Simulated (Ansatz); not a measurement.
# NaBrF6: complex band structure, part 2 of 3

Aim: relax a made-up compound, NaBrF6, and see how good a tunnel barrier it would be. It is built by putting Na for Cs in the CsBrF6 structure of space group R-3, with the volume rescaled by atomic radii. The parent structure comes from the Materials Project.

Ansatz 0.2.0; PBEsol DFT, plane waves, PAW files (the session's first sound run).

So far. Step 2 (Cell and atoms at rest): The largest force component on a free atom ends at 8.9e-4 eV/Å.

The structure was built from a prototype and need not be the compound's stable phase.

### 3. Band edges

The energy window and the wavevectors of the next steps follow from the band edges, so these are searched first, off the mesh as well.

File input.yaml:

```yaml
crystal:
  lattice:
    - [3.7428009856, 2.1609071565, 2.2803684349]
    - [-3.7428009856, 2.1609071565, 2.2803684349]
    - [0.0, -4.3218143131, 2.2803684349]
  atoms:
    - { symbol: Na, position: [0.5, 0.5, 0.5] }
    - { symbol: Br, position: [0.0, 0.0, 0.0] }
    - { symbol: F, position: [0.7552587781, 0.6845906729, 0.0609963805] }
    - { symbol: F, position: [0.0609963805, 0.7552587781, 0.6845906729] }
    - { symbol: F, position: [0.6845906729, 0.0609963805, 0.7552587781] }
    - { symbol: F, position: [0.2447412219, 0.3154093271, 0.9390036195] }
    - { symbol: F, position: [0.9390036195, 0.2447412219, 0.3154093271] }
    - { symbol: F, position: [0.3154093271, 0.9390036195, 0.2447412219] }
kpoints:
  mp_grid: { grid: [6, 6, 6] }
  band_path: { path: [VBM, CBM], npoints: 30 }
scf:
  occupations: { method: fixed }
hamiltonian:
  xc: pbesol
output:
  eigenvalues: true
  write_potential: true
  write_density: true
  volumetric_format: npy
  elf: true
```

On the command line:

```bash
ansatz run input.yaml --threads 2 --pin off --max-ram 4096MiB --backend cpu --events-out ev --progress --plain --runs-dir out
```

Numbers of over 12 decimals in the logs are rounded to 6 here.

Log:

```text
[...]
Crystal: 8 atoms, lattice volume = 110.660 Å³
Basis set: ecut = 420 eV, 2173 PW (Γ)
Bands: 37, of which v1, the nominal top of the filled ones, is band 29 counted from 1 (28 counted from 0)
Symmetry: 6 space group operations
[...]
k-points: 40 of 216
[...]
SCF iter   1: F=—  HF=-9009.928772 eV  |F-HF|=—  |Δ(HF+E_count)|=         —  Δρ=1.05e-2  dr2=7.79e-2  ethr=1.77e-3  ⟨swp⟩=5.0  Hψ=5914  notcnv=0  defer=238
[...]
SCF iter   7: F=-9009.909225 eV  HF=-9009.909225 eV  |F-HF|=1.02e-8  |Δ(HF+E_count)|=   2.55e-8  Δρ=5.30e-6  dr2=1.96e-8  ethr=1.72e-10  ⟨swp⟩=10.4  Hψ=6089  notcnv=0
SCF 1 converged in 7 iterations: F = -9009.909225 eV  dr2 = 1.96e-8
[...]
NSCF: frozen V_eff on 40 k-points
[...]
SCF converged after 7 iterations
Free energy (F): -9009.909225 eV
[...]
Internal energy: -9009.909225 eV  (E = F + TS)
E sigma→0 (E₀):  -9009.909225 eV
Fermi energy:    1.014510 eV
[...]
--- Band table (eV; the first three rows and the last of 40) ---
  k-point 0: bands = [... 25 lower, -0.6278, -0.6278, -0.3310, 0.3052, 5.1309, 5.1309, 5.6244, 8.2753, ... 4 higher]
  k-point 1: bands = [... 25 lower, -0.6224, -0.6008, -0.3127, 0.4555, 5.0295, 5.0832, 5.5652, 8.5446, ... 4 higher]
  k-point 2: bands = [... 25 lower, -0.6232, -0.5158, -0.3438, 0.7281, 4.8278, 4.9573, 5.4873, 9.2180, ... 4 higher]
  k-point 39: bands = [... 25 lower, -0.5079, -0.4556, -0.4556, 0.5641, 5.2230, 5.2230, 5.2946, 10.7817, ... 4 higher]
```

It took 11 s on 2 threads of Intel Xeon Platinum 8488C (Sapphire Rapids), shared host; peak memory 0.48 GiB.

This step gave:

```yaml
free_energy: -9009.9092 eV
fermi_energy: 1.015 eV
gap_on_the_k_mesh: 3.654 eV
gap_on_path: 3.613 eV, by band count; negative where bands overlap
direct_gap_on_path: 3.663 eV
edge_places_on_path: 0, 0.5246 1/A along the path
```

The electronic bands at the labelled points (eV, zero at the Fermi level (highest filled level under fixed occupations); # counts the bands kept):

```
  point    #15    #16    #17    #18   #19   #20   #21
    VBM  -1.53  -1.53  -1.38   0.04  3.71  3.71  4.21
halfway  -1.62  -1.47  -1.43  -0.05  3.67  3.90  4.27
    CBM  -1.69  -1.51  -1.45  -0.12  3.65  4.00  4.38
```

Valence density in the ab plane of the conventional cell at fractional z = 0.166, with atoms of Na and F within 0.2 Å of it. It is the smooth field of the valence electrons, not physical close to the nuclei.

Values in e/Å³, 11 rows by 16 columns, each cell a mean:
```
 0  3  9  5  1  0  0  0  0  0  0  0  2  2  1  0
 1  3  4  1  0  0  0  0  0  0  0  4 10  5  1  0
 0  0  0  0  0  2  2  0  0  0  0  2  2  1  0  0
 0  0  0  0  6 15  6  0  0  0  0  0  0  0  0  0
 0  0  0  0  3  3  0  0  0  0  0  0  0  0  2  2
 0  0  0  0  0  0  0  1  3  3  1  0  0  4 11  4
 0  0  0  0  0  0  1  5 10  3  0  0  1  3  3  0
 1  3  3  1  0  0  0  2  1  0  0  0  0  0  0  0
 5 10  3  0  0  0  0  0  0  1  1  1  0  0  0  1
 2  1  0  0  0  0  0  0  3 10  6  1  0  0  0  1
 0  0  1  1  0  0  0  1  3  4  1  0  0  0  0  0
```
Columns run along a (7.5 Å), rows up along b (7.5 Å), edges of the conventional cell, whose origin can differ from the input's. Atoms in or near the plane, at fractional coordinates: Na at (0.33, 0.67), F at (0.59, 0.11), F at (0.89, 0.48), F at (0.52, 0.41), F at (0.08, 0.23), F at (0.77, 0.85), F at (0.15, 0.92).

Electrostatic potential energy in the ab plane of the conventional cell at fractional z = 0.166, with atoms of Na and F within 0.2 Å of it. With pseudopotentials it is smooth inside the atoms' cores, unlike the true potential.

Values in eV, 11 rows by 16 columns, each cell a mean:
```
  0 -20 -40 -31   3   9   8   7   7   8   9   6  -9 -15  -1   0
  3 -22 -22  -1   7   6   4   5   6   8   6 -23 -41 -29   2   5
  8   8   8   6   1 -14 -18  -2   5   7   5 -14 -11   4   8   8
  9   8   6   0 -28 -42 -32  -1   6   8   9   9   9   9   9   9
  5   7   5  -3 -21 -18  -1   6   8   8   9   9   8   6  -7 -10
  6   8   6   4   4   5   7   2 -18 -19   3   6   3 -26 -41 -27
  9   8   7   7   8   8   4 -30 -41 -22   1   1  -1 -19 -13   5
  2 -17 -17   5   9   9   6  -9  -6   1  -1   1   4   7   9   9
-31 -41 -19   7   9   9   9   7   5  -5 -10   3   8   9   9   4
-14  -8   4   7   9   9   9   8 -16 -40 -32   3   9   9   8   3
 -1   1  -2  -5   6   9   9   6 -21 -22   0   9   9   7   5   1
```
Columns run along a (7.5 Å; values clipped at the 3rd and 97th percentile), rows up along b (7.5 Å), edges of the conventional cell, whose origin can differ from the input's. Atoms in or near the plane, at fractional coordinates: Na at (0.33, 0.67), F at (0.59, 0.11), F at (0.89, 0.48), F at (0.52, 0.41), F at (0.08, 0.23), F at (0.77, 0.85), F at (0.15, 0.92).

ELF in the ab plane of the conventional cell at fractional z = 0.166, with atoms of Na and F within 0.2 Å of it. It is the smooth field of the valence electrons, not physical close to the nuclei.

Ten even steps from '_' (0.01) to '@' (0.82), each cell a mean:
```
::++%%%%@@@@++__..==####==..__==##%%**--::
--%%%%##@@%%--____..::::____++@@@@@@%%==..
++@@@@@@@@++..____________==%%@@##%%%%--..
**@@@@%%**..____....____..**@@%%%%@@**....
==****==..__::++**==..__::##@@@@@@%%--__..
__....____::********..__::++%%%%##--______
________..**++--**++______::----..______..
==::____--##++++**::________________::++++
%%==____--####**::____::--::..____--##@@@@
%%==____..----..__..++##%%##--__::##@@@@@@
##::____________..**@@@@@@%%--__++@@####@@
==______________++@@@@##@@##::..**%%%%@@@@
__..--====..__..##@@####%%==::::**%%@@%%++
..++%%%%##--__--%%@@@@%%++::::::--++**--__
##@@@@@@%%--__--##@@##==::::::........__::
@@%%%%@@##::__..====::..::----::______..**
@@##%%%%==__________..--##%%%%++..____==%%
@@%%##==..________..==%%%%%%@@##::____==%%
**++--....::..____--%%@@##%%@@++______::++
--::..--**##==____**@@@@%%@@##::______..::
::::++%%@@@@++__..**@@@@@@**::__::--::..::
```
Columns run along a (7.5 Å), rows up along b (7.5 Å), edges of the conventional cell, whose origin can differ from the input's. Atoms in or near the plane, at fractional coordinates: Na at (0.33, 0.67), F at (0.59, 0.11), F at (0.89, 0.48), F at (0.52, 0.41), F at (0.08, 0.23), F at (0.77, 0.85), F at (0.15, 0.92).

The searched edges give 3.61 eV, under the 3.65 eV of the mesh, which misses an edge.

### 4. Complex bands, plane (110)

This step: PBEsol DFT, plane waves, PAW files; complex bands by layer matching along the plane's normal (Ansatz 0.2.0).

The same crystal is laid in a cell whose first two vectors span the (110) plane (indices of the standard conventional cell, whose axes can be ordered otherwise than in the bulk input). At fixed energy and wavevector in the plane the solver finds all kz, real and complex. A few wavevectors are listed, (0, 0) and (-0.5, -0.5) in units of the plane's reciprocal vectors; the slowest state needn't be among them.

File input.yaml:

```yaml
crystal:
  lattice:
    - [4.886528334, 0.0, 0.0]
    - [-1.694028561, 6.050509647, 0.0]
    - [-0.84701428, 3.025254824, 3.742800986]
  atoms:
    - { symbol: Na, position: [0.5, 0.5, 0.0] }
    - { symbol: Br, position: [0.0, 0.0, 0.0] }
    - { symbol: F, position: [0.6845906729, 0.0609963805, 0.6942623976] }
    - { symbol: F, position: [0.7552587781, 0.6845906729, 0.3764057076] }
    - { symbol: F, position: [0.0609963805, 0.7552587781, 0.9293318948] }
    - { symbol: F, position: [0.3154093271, 0.9390036195, 0.3057376024] }
    - { symbol: F, position: [0.2447412219, 0.3154093271, 0.6235942924] }
    - { symbol: F, position: [0.9390036195, 0.2447412219, 0.0706681052] }
kpoints:
  mp_grid: { grid: [6, 6, 6] }
scf:
  occupations: { method: fixed }
hamiltonian:
  xc: pbesol
output:
  eigenvalues: true
  transmission:
    leads: [[0, 0]]
    kpoints: [[0.0, 0.0], [-0.5, -0.5]]
    e_range: [-1.0, 4.61]
    de: 0.09
```

Log:

```text
[...]
Crystal: 8 atoms, lattice volume = 110.660 Å³
Basis set: ecut = 420 eV, 2173 PW (Γ)
Bands: 37, of which v1, the nominal top of the filled ones, is band 29 counted from 1 (28 counted from 0)
Symmetry: 6 space group operations
[...]
k-points: 40 of 216
[...]
SCF iter   1: F=—  HF=-9009.928820 eV  |F-HF|=—  |Δ(HF+E_count)|=         —  Δρ=1.05e-2  dr2=7.78e-2  ethr=1.77e-3  ⟨swp⟩=5.0  Hψ=5914  notcnv=0  defer=239
[...]
SCF iter   7: F=-9009.909238 eV  HF=-9009.909238 eV  |F-HF|=1.05e-8  |Δ(HF+E_count)|=   2.41e-8  Δρ=5.34e-6  dr2=1.97e-8  ethr=1.72e-10  ⟨swp⟩=10.3  Hψ=5983  notcnv=0
SCF 1 converged in 7 iterations: F = -9009.909238 eV  dr2 = 1.97e-8
[...]
transmission: 7 of 14 steps passed
transmission: 14 of 14 steps passed
SCF converged after 7 iterations
Free energy (F): -9009.909238 eV
[...]
Internal energy: -9009.909238 eV  (E = F + TS)
E sigma→0 (E₀):  -9009.909238 eV
Fermi energy:    1.014513 eV
[...]
--- Band table (eV; the first three rows and the last of 40) ---
  k-point 0: bands = [... 25 lower, -0.6278, -0.6278, -0.3310, 0.3052, 5.1309, 5.1309, 5.6244, 8.2754, ... 4 higher]
  k-point 1: bands = [... 25 lower, -0.6795, -0.5541, -0.3368, 0.4706, 5.0035, 5.1163, 5.5534, 8.6657, ... 4 higher]
  k-point 2: bands = [... 25 lower, -0.7187, -0.4692, -0.4260, 0.7546, 4.7753, 5.0619, 5.4328, 9.5332, ... 4 higher]
  k-point 39: bands = [... 25 lower, -0.5079, -0.4556, -0.4556, 0.5641, 5.2230, 5.2230, 5.2946, 10.7818, ... 4 higher]
--- Transmission ---
  basis      : 261 plane waves across, 7 finite elements along
  points     : 2, as listed
  energies   : 63 from -1.000000 to 4.580000 eV about the Fermi level, 0.090000 eV apart; the leads are filled to 1.826789 eV, and channels, transmission and decay are at 1.790000 eV
  crystal 0  : F6Na1Br1, at the sites [0, 0], period 3.7428 Å: whole cells are its period
    offset         : up to 0.0000 Å between an atom of the period and one for which it stands
    channels       : 0.000000e0 a spin
    conductance    : none, the energies end too early or step too widely for 300 K: set another output.transmission.e_range or a lower de, or, where they end at an eighth of basis.ecutwfc, a higher one
    slowest decay  : 0.6497 /Å at (0.0000, 0.0000)
```

Wall time 44 s (2 threads); peak memory 0.82 GiB; 66 s of CPU time.

Numbers from this step:

* level to which the leads are filled: 1.827 eV from the Fermi level
* decay constant at the filling level, zone centre: 0.6497 Å⁻¹
* decay constant at the filling level, slowest listed point: 0.6497 Å⁻¹

K parallel (0, 0); values up to 1.5 1/Å, a degenerate pair printed once or twice; energies at which all values exceed this have no row. Table of Im kz of the slowest decaying states by energy, zero at the highest filled level on the SCF mesh:

```csv
energy (eV),decay 1 (Å⁻¹),decay 2 (Å⁻¹),decay 3 (Å⁻¹),decay 4 (Å⁻¹)
-1.0000,0.270,0.483,0.68,0.684
-0.7300,0.0858,0.551,0.741,0.763
-0.4600,0.602,0.791,0.815,0.987
-0.2800,0.633,0.823,0.840,1.01
-0.0100,0.231,0.675,0.865,0.869
0.2600,0.396,0.711,0.852,0.891
0.5300,0.485,0.741,0.821,0.910
0.7100,0.528,0.759,0.811,0.921
0.9800,0.576,0.782,0.799,0.935
1.2500,0.610,0.787,0.802,0.948
1.5200,0.635,0.774,0.818,0.960
1.7900,0.650,0.759,0.831,0.970
1.9700,0.654,0.748,0.838,0.977
2.2400,0.651,0.730,0.846,0.987
2.5100,0.632,0.709,0.850,0.971
2.7800,0.594,0.683,0.850,0.950
2.9600,0.556,0.660,0.848,0.937
3.2300,0.467,0.612,0.838,0.920
3.5000,0.304,0.541,0.817,0.909
3.7700,0.421,0.777,0.903,1.02
4.0400,0.668,0.907,1.00,1.23
4.2200,0.223,0.511,0.621,0.931
4.4900,0.371,0.773,0.808,0.927
```

K parallel (-0.5, -0.5); values up to 1.5 1/Å, a degenerate pair printed once or twice; energies at which all values exceed this have no row. Im kz of the slowest decaying states against energy, zero at the highest filled level on the SCF mesh:

```
energy (eV)  decay 1 (Å⁻¹)  decay 2 (Å⁻¹)  decay 3 (Å⁻¹)  decay 4 (Å⁻¹)
    -1.0000          0.512          0.582          0.698          0.816
    -0.7300          0.584          0.647          0.749          0.825
    -0.4600          0.620          0.674          0.779          0.824
    -0.2800          0.589          0.677          0.808          0.809
    -0.0100          0.523          0.561          0.727          0.786
     0.2600          0.638          0.700          0.760          0.817
     0.5300          0.678          0.757          0.770          0.857
     0.7100          0.694          0.778          0.781          0.878
     0.9800          0.707          0.788          0.805          0.906
     1.2500          0.713          0.795          0.816          0.931
     1.5200          0.711          0.800          0.817          0.957
     1.7900          0.703          0.802          0.805          0.985
     1.9700          0.693          0.791          0.801           1.01
     2.2400          0.671          0.760          0.797           1.04
     2.5100          0.638          0.718          0.790           1.07
     2.7800          0.593          0.662          0.778           1.04
     2.9600          0.552          0.614          0.767           1.02
     3.2300          0.466          0.517          0.744          0.988
     3.5000          0.313          0.348          0.705          0.965
     3.7700          0.105          0.629          0.944           1.13
     4.0400          0.269          0.275          0.553          0.925
     4.2200          0.176          0.539          0.718          0.915
     4.4900          0.262          0.275          0.694          0.813
```

At the listed wavevectors the last open channel is at -0.19 eV and the next at +3.68 eV on the grid. At +1.79 eV, the grid energy nearest the filling level (the middle of the gap on the SCF mesh), the slowest state at the listed wavevectors decays with κ = 0.650 Å⁻¹, its amplitude falling by e over 1.5 Å. Through 1 nm of this crystal that state's transmission falls by exp(−2 × 0.650 Å⁻¹ × 10 Å) = 2.3e-6.

(Part 2 of 3 ends here.)

[Logs are printed without paths, hosts, clocks, repeated set-up lines and the standing remarks that a program may print on its own settings, such as how far it seeks lower states.]

[Hosts, paths, dates, database ids (printed as entryN), source tags and the programs' standing remarks are cut or masked in the printed files.]
